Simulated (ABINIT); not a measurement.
# Calculated records

**Quasiparticle gap of CdTe (F-43m) in ABINIT**

The structure is cubic, space group F-43m (No. 216). The conventional cell has a = 6.410 Å, b = 6.410 Å, c = 6.410 Å, α = 90.00°, β = 90.00°, γ = 90.00°. Nearest to Cd lie 4 Te at 2.78 Å. Nearest to Te lie 4 Cd at 2.78 Å. Farther neighbours, and contacts between anions beyond the nearest, are not listed.

```xyz
2
Lattice="0.0000 3.2050 3.2050 3.2050 0.0000 3.2050 3.2050 3.2050 0.0000" Properties=species:S:1:pos:R:3 pbc="T T T"
Cd    0.0000    0.0000    0.0000
Te    1.6025    1.6025    1.6025
```

* method: RPA screening on PBE, plane waves, norm-conserving pseudopotentials (and 2 further levels or steps)
* program: ABINIT 10.8.3
* settings: cutoff 47 Ha, PseudoDojo scalar-relativistic 0.4.1 standard, norm-conserving, ngkpt (4, 4, 4), nband 94, ecuteps 4 Ha, inclvkb 2, shiftk (0, 0, 0), symchi 1, awtr 1, frequency ppm, 4×4×4 k-mesh
* cost: 5 runs, 3.3 min in all on 4 MPI ranks of Arm Neoverse V1, shared host
* notes: The database entry behind the starting cell differs from other determinations of this structure. The cell and positions come from the Crystallography Open Database and are kept as given unless a step says otherwise. Limits: no spin-orbit coupling. The 4×4×4 mesh is coarse for this cell, which bears on the long-range parts of exchange and screening. The norm-conserving file of at least one element keeps a d shell over frozen s and p shells of the same row. Exchange with those shells is missing from the self-energy, an error of 0.3 to 0.9 eV in cases checked, whose sign depends on which edge lies on those atoms.
* PBE gap: 0.87 eV, direct
* G0W0 gap on the mesh: 1.99 eV
* GW settings: 4×4×4 mesh, 94 bands, screening to 108.8 eV, Godby-Needs plasmon pole
* known limits: short of the basis limit; exchange with frozen shells missing; no spin-orbit coupling; coarse k mesh

G0W0 moves the gap on the mesh from 0.87 eV to 1.99 eV (+1.12 eV), with Z of 0.80 and 0.81 at the edges. Local fields lower the RPA ε∞ on this mesh from 24.82 to 23.55.

[Long decimals in the printed logs are rounded to 6 places.]

[Logs are printed without paths, hosts, clocks, repeated set-up lines and the standing remarks that a program may print on its own settings, such as how far it seeks lower states.]

[Paths, hosts, dates, memory and timing lines, banners, echoed tables and standing remarks are left out of the program output; an Ansatz launch command may be rebuilt from the run's recorded settings. Measured values are a selection of at most five: reports struck by readers or far from the other reports are left out. None is set beside runs whose start may be inverted or whose files or cutoffs have a known fault.]

[Runs of the session that timed out or met a known fault of the program may be left out.]

[Hosts, paths, dates, database ids (printed as entryN), source tags and the programs' standing remarks are cut or masked in the printed files.]

[G0W0 gaps are taken among the corrected bands and points alone; a level outside them can change the order at an edge.]

[Where Ansatz stands beside ABINIT at settings called matched, ABINIT's density can come from a denser mesh and the files from another edition; pairs whose starting gaps differed by over 0.03 eV were left out, so agreement reads better than it is.]
